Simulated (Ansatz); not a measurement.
## Li2PtSe2 (built on the sites of a database entry of Rb2PdSe2): from the cell to its phonons

Aim: the vibrations of Li2PtSe2 (built on the sites of a database entry of Rb2PdSe2), their spectra, and whether the structure is stable.

Main program and level: Ansatz 0.2.0; DFT PBEsol, scalar-relativistic, plane waves, PAW.

This is a report of a sequence of runs, with most program output left out.

The structure was built from a prototype and need not be the compound's stable phase.

## 1. The structure

Symmetry: Immm, No. 71, orthorhombic system. The conventional cell has a = 2.920 Å, b = 5.880 Å, c = 7.800 Å, α = 90.00°, β = 90.00°, γ = 90.00°. Nearest to Li lie 6 Se at 2.69 to 2.70 Å and 2 Pt at 2.80 Å and 2 Li at 2.92 Å. Nearest to Pt lie 4 Se at 1.92 Å. Se has 2 Pt at 1.92 Å and 1 Se at 2.50 Å and 6 Li at 2.69 to 2.70 Å nearest. Farther neighbours and most contacts between anions are not listed.

## 2. Rough relaxation

A rough relaxation comes first, because large forces or stress need no tight tolerances yet.

The input, input.yaml:

```yaml
crystal:
  lattice:
    - [-1.46023, 2.94017, 3.90015]
    - [1.46023, -2.94017, 3.90015]
    - [1.46023, 2.94017, -3.90015]
  atoms:
    - { symbol: Li, position: [0.69403938, 0.19403938, 0.5] }
    - { symbol: Li, position: [0.30596062, 0.80596062, 0.5] }
    - { symbol: Pt, position: [0.0, 0.0, 0.0] }
    - { symbol: Se, position: [0.2127809, 0.5, 0.7127809] }
    - { symbol: Se, position: [0.7872191, 0.5, 0.2872191] }
kpoints:
  mp_grid: { grid: [8, 8, 8] }
hamiltonian:
  xc: pbesol
scf:
  occupations: { method: gaussian, width: 0.1 }
output:
  forces: true
  stress: true
  eigenvalues: true
relax:
  adjacent_minimum: "off"
  f_tol: 0.05
  max_steps: 80
  cell: { stress_tol: 0.5 }
```

Command:

```console
ansatz run input.yaml --threads 8 --pin off --max-ram 14336MiB --backend cpu --events-out ev --progress --plain --runs-dir out
```

The job ended after 16 s (8 threads of Intel Xeon Platinum 8375C at 2.90GHz (Ice Lake), shared host; peak memory 0.75 GiB; 1.9 min of CPU time).

Relaxation path:

```
step  energy less that of the first step (eV)  largest force component (eV/Å)  pressure (GPa)  volume (Å³)
   1                                   0.0000                         29.0205          147.67        66.98
   2                                 -11.9078                          9.6530           59.05        72.58
   3                                 -14.7289                          4.4080           29.68        78.24
   4                                 -16.0581                          1.4194           11.13        85.04
   5                                 -16.4045                          0.4250            3.42        89.85
   6                                 -16.4698                          0.0665            0.27        92.21
   7                                 -16.4729                          0.0341           -0.28        92.88
  8*                                 -16.5437                          0.0356            0.99        92.88
   9                                 -16.5546                          0.0147            0.30        94.39
 10*                                 -16.5548                          0.0149            0.29        94.39
```

Relaxation steps marked * repeat the geometry before them on a plane-wave basis chosen anew for their cell, so energy and pressure can jump there.

Forces are held to the 8 operations that the run works with; a distortion that breaks them can't arise in this run.

```
     cell as run  before   after   change
           a (Å)   5.098   5.468   +7.3 %
           b (Å)   5.098   5.468   +7.3 %
           c (Å)   5.098   5.468   +7.3 %
           α (°)  146.71  141.76   -3.4 %
           β (°)  109.56  104.42   -4.7 %
           γ (°)   80.18   88.02   +9.8 %
volume (Å³/atom)   13.40   18.88  +40.9 %
```

The atoms that moved most (Å, as changes of fractional coordinates times the final cell):

```
atom     dx      dy      dz  length
 Se5  0.000  -0.255   0.000   0.255
 Se4  0.000   0.255   0.000   0.255
 Li2  0.000   0.000  -0.239   0.239
 Li1  0.000   0.000   0.239   0.239
```

Final coordinates:

```xyz
5
Lattice="-1.7908 3.3506 3.9325 1.7908 -3.3506 3.9325 1.7908 3.3506 -3.9325" Properties=species:S:1:pos:R:3 pbc="T T T"
Li    0.0000    3.3506    1.7652
Li    1.7908    0.0000    2.1673
Pt    0.0000    0.0000    0.0000
Se    1.7908    1.6810    0.0000
Se    0.0000    1.6696    3.9325
```

Numbers from this step:

* pressure: 0.2919 GPa
* volume per atom: 18.88 Å³
* gap on the k-mesh: 0 eV

In this step the volume went from 13.40 to 18.88 Å³/atom.

## 3. Relaxation

Harmonic phonons are second derivatives at a point where the forces vanish, and they are wanted at zero stress, so atoms and cell are relaxed first.

The input, input.yaml:

```yaml
crystal:
  lattice:
    - [-1.7908397371, 3.3505998522, 3.9325056901]
    - [1.7908397371, -3.3505998522, 3.9325056901]
    - [1.7908397371, 3.3505998522, -3.9325056901]
  atoms:
    - { symbol: Li, position: [0.7244413891, 0.2244413891, 0.5] }
    - { symbol: Li, position: [0.2755586109, 0.7755586109, 0.5] }
    - { symbol: Pt, position: [0.0, 0.0, 0.0] }
    - { symbol: Se, position: [0.2508553081, 0.5, 0.7508553081] }
    - { symbol: Se, position: [0.7491446919, 0.5, 0.2491446919] }
kpoints:
  mp_grid: { grid: [12, 12, 12] }
hamiltonian:
  xc: pbesol
scf:
  occupations: { method: gaussian, width: 0.1 }
output:
  forces: true
  stress: true
  eigenvalues: true
relax:
  adjacent_minimum: "off"
  f_tol: 0.005
  max_steps: 80
  cell: { stress_tol: 0.05 }
```

The job ended after 23 s (8 threads; peak memory 1.1 GiB).

The steps of the relaxation:

```
step  energy less that of the first step (eV)  largest force component (eV/Å)  pressure (GPa)  volume (Å³)
   1                                   0.0000                          0.0136            0.29        94.39
   2                                   0.0002                          0.0204           -0.20        95.37
   3                                  -0.0005                          0.0033            0.02        94.83
   4                                  -0.0005                          0.0024           -0.01        94.90
  5*                                  -0.0006                          0.0024           -0.01        94.90
```

Relaxation steps marked * repeat the geometry before them on a plane-wave basis chosen anew for their cell, so energy and pressure can jump there. Relaxation step 2 was tried and not accepted.

Forces are held to the 8 operations that the run works with; a distortion that breaks them can't arise in this run.

```
conventional cell, symmetrised  before  after  change
                         a (Å)   3.582  3.593  +0.3 %
                         b (Å)   6.701  6.714  +0.2 %
                         c (Å)   7.865  7.869  +0.1 %
              volume (Å³/atom)   18.88  18.98  +0.5 %
```

Final coordinates:

```cif
data_structure
_symmetry_space_group_name_H-M 'P 1'
_symmetry_Int_Tables_number 1
_cell_length_a 5.4750
_cell_length_b 5.4750
_cell_length_c 5.4750
_cell_angle_alpha 141.693
_cell_angle_beta 104.370
_cell_angle_gamma 88.115
_cell_volume 94.90
loop_
_atom_site_label
_atom_site_type_symbol
_atom_site_fract_x
_atom_site_fract_y
_atom_site_fract_z
_atom_site_occupancy
Li1 Li 0.72469 0.22469 0.50000 1
Li2 Li 0.27531 0.77531 0.50000 1
Pt3 Pt 0.00000 0.00000 0.00000 1
Se4 Se 0.25012 0.50000 0.75012 1
Se5 Se 0.74988 0.50000 0.24988 1
```

Numbers from this step:

| Property | Result |
| --- | --- |
| pressure | -0.01106 GPa |
| volume per atom | 18.98 Å³ |

In this step the volume went from 18.88 to 18.98 Å³/atom.

## 4. Tight relaxation

Phonons need a cell at rest on their own settings, so the relaxation is repeated with tight tolerances on forces and stress, using the mesh and the filling of the phonon run that follows.

The input, input.yaml:

```yaml
crystal:
  lattice:
    - [-1.7963599492, 3.3568225007, 3.9345822793]
    - [1.7963599492, -3.3568225007, 3.9345822793]
    - [1.7963599492, 3.3568225007, -3.9345822793]
  atoms:
    - { symbol: Li, position: [0.7246871191, 0.2246871191, 0.5] }
    - { symbol: Li, position: [0.2753128809, 0.7753128809, 0.5] }
    - { symbol: Pt, position: [0.0, 0.0, 0.0] }
    - { symbol: Se, position: [0.2501198116, 0.5, 0.7501198116] }
    - { symbol: Se, position: [0.7498801884, 0.5, 0.2498801884] }
kpoints:
  mp_grid: { grid: [12, 12, 12] }
hamiltonian:
  xc: pbesol
scf:
  occupations: { method: methfessel_paxton, width: 0.2 }
output:
  forces: true
  stress: true
  eigenvalues: true
relax:
  adjacent_minimum: "off"
  f_tol: 0.001
  max_steps: 60
  cell: { stress_tol: 0.01 }
```

Run time: 18 s. Hardware: 8 threads; peak memory 1.1 GiB; 2.3 min of CPU time.

Little changed from the start: no atom moved by 0.005 Å and no cell edge by 0.1 %.

Numbers from this step:

* pressure: -5.80e-4 GPa

The largest force component left is 0.80 meV/Å and the pressure is -0.001 GPa, within the tolerances set. The cell now holds 18.98 Å³/atom.

## 5. Modes at Γ

The zone centre is the only wavevector solved here; it holds the modes that light can see, as far as symmetry allows. No field response is asked, since the mesh shows no gap.

The input, input.yaml:

```yaml
crystal:
  lattice:
    - [-1.7963689909, 3.3570653113, 3.9347253246]
    - [1.7963689909, -3.3570653113, 3.9347253246]
    - [1.7963689909, 3.3570653113, -3.9347253246]
  atoms:
    - { symbol: Li, position: [0.7248885453, 0.2248885453, 0.5] }
    - { symbol: Li, position: [0.2751114547, 0.7751114547, 0.5] }
    - { symbol: Pt, position: [0.0, 0.0, 0.0] }
    - { symbol: Se, position: [0.2500564852, 0.5, 0.7500564852] }
    - { symbol: Se, position: [0.7499435148, 0.5, 0.2499435148] }
kpoints:
  mp_grid: { grid: [12, 12, 12] }
hamiltonian:
  xc: pbesol
scf:
  occupations: { method: methfessel_paxton, width: 0.2 }
output:
  eigenvalues: true
phonons:
  method: dfpt
```

It took 3 min on 8 threads; peak memory 4.6 GiB.

This step gave:

```
sum-rule residual before enforcement                    : 2.27e-5 eV/Å²
point group                                             : mmm
highest optical mode at the zone centre (no LO-TO term) : 287.3 cm⁻¹
lowest optical zone-centre mode                         : 23.19 cm⁻¹
```

Patterns of degenerate modes are one choice out of their space. The modes at Γ (shares of kinetic energy by element, %):

```
mode  frequency (cm⁻¹)  symmetry  Li %  Pt %  Se %
   1               0.0  acoustic     4    53    43
   2               0.0  acoustic     4    53    43
   3               0.0  acoustic     4    53    43
   4              23.2       B3g    35     0    65
   5              40.4       B2u    96     3     1
   6              84.7       B3u    92     0     8
   7             108.3       B1u     1    46    52
   8             119.2       B2g   100     0     0
   9             127.9       B3g    65     0    35
  10             174.1       B1g     0     0   100
  11             206.1        Ag     3     0    97
  12             208.4       B2u     0    44    56
  13             224.2       B3u     4    47    49
  14             266.6       B1u    95     0     5
  15             287.3        Ag    97     0     3
```

Displacements in mode 4 (23.2 cm⁻¹), the largest set to 1:
```
Li1  0.00  1.00  0.00
Li2  0.00 -1.00  0.00
Pt3  0.00  0.00  0.00
Se4  0.00  0.00  0.41
Se5  0.00  0.00 -0.41
```

Displacements in mode 10 (174.1 cm⁻¹), the largest set to 1:
```
Li1  0.00  0.00  0.00
Li2  0.00  0.00  0.00
Pt3  0.00  0.00  0.00
Se4  1.00  0.00  0.00
Se5 -1.00  0.00  0.00
```

Before it was imposed, the acoustic sum rule was missed by 2.3e-5 eV/Å². Small misses are needed for a sound result but don't prove that mesh and cutoff are converged. The lowest optical mode is real, 23.2 cm⁻¹.

## 6. Another isotope, element Li, natural mass 6.94 amu

An isotope changes the mass and not the force constants, so no new electronic calculation is needed; the shifts show which modes move this element.

The same force constants with the mass of Li changed from 6.940 to 6.015 u (phonopy, no LO-TO term). Both lists are sorted by frequency; levels can cross, so a row need not hold one and the same mode. Modes under 3 cm⁻¹ are left out. Isotope shifts, by row:

```
    q  rank  natural mass (cm⁻¹)  changed mass (cm⁻¹)
0 0 0     4                23.19                23.75
0 0 0     5                 40.4                43.28
0 0 0     6                 84.7                90.46
0 0 0     7                108.3                108.4
0 0 0     8                119.2                  128
0 0 0     9                127.9                134.1
0 0 0    10                174.1                174.1
0 0 0    11                206.1                206.5
0 0 0    12                208.4                208.4
0 0 0    13                224.2                  225
0 0 0    14                266.6                285.3
0 0 0    15                287.3                  308
```

A mode of this element alone would shift by +7.41 %. The highest zone-centre frequency without the field goes from 287.3 to 308.0 cm⁻¹ (+7.2 %). The product of the frequency ratios over all optical modes at Γ is 1.524; the product rule, (m/m′)^(3k/2) (M′/M)^(3/2) with k = 2 such atoms and M the mass of the cell, gives 1.524.

## 7. Isotope substitution, element Se, natural mass 78.971 amu

The same for Se, from 78.97 to 81.92 u.

A mode of this element alone would shift by -1.81 %. The highest zone-centre frequency without the field goes from 287.3 to 287.1 cm⁻¹ (-0.1 %). The product of the frequency ratios over all optical modes at Γ is 0.918; the product rule, (m/m′)^(3k/2) (M′/M)^(3/2) with k = 2 such atoms and M the mass of the cell, gives 0.918.

## 8. What came out

| Property | Result |
| --- | --- |
| space group after relaxation (within 0.01 Å) | Immm |
| volume per atom | 19.0 Å³ |
| electronic character | no gap on this mesh |
| highest optical mode at the zone centre (no LO-TO term) | 287 cm⁻¹ |
| lowest optical zone-centre mode | 23.2 cm⁻¹ |
| imaginary modes at Γ (the only wavevector solved) | none |

What this shows: The structure is stable against zone-centre distortions, since no mode there is imaginary; runs at other wavevectors are not part of this account. The optical modes at Γ span 23 to 287 cm⁻¹. The dispersion is not part of this account. The highest mode in this list at Γ, 287.3 cm⁻¹, is mostly motion of Li (97 % of the kinetic energy). With no gap, or one that is small against the smearing, the frequencies hang on the k mesh and the smearing, most of all near Kohn anomalies. Spin-orbit coupling is left out, which can matter for the heavy elements here. The starting cell was built on a prototype and not taken from a measurement, so the phase need not exist. These are harmonic frequencies at zero temperature: anharmonic shifts, linewidths and thermal expansion are left out.

[Logs are printed without paths, hosts, clocks, repeated set-up lines and the standing remarks that a program may print on its own settings, such as how far it seeks lower states.]

[Hosts, paths, dates, database ids (printed as entryN), source tags and the programs' standing remarks are cut or masked in the printed files.]
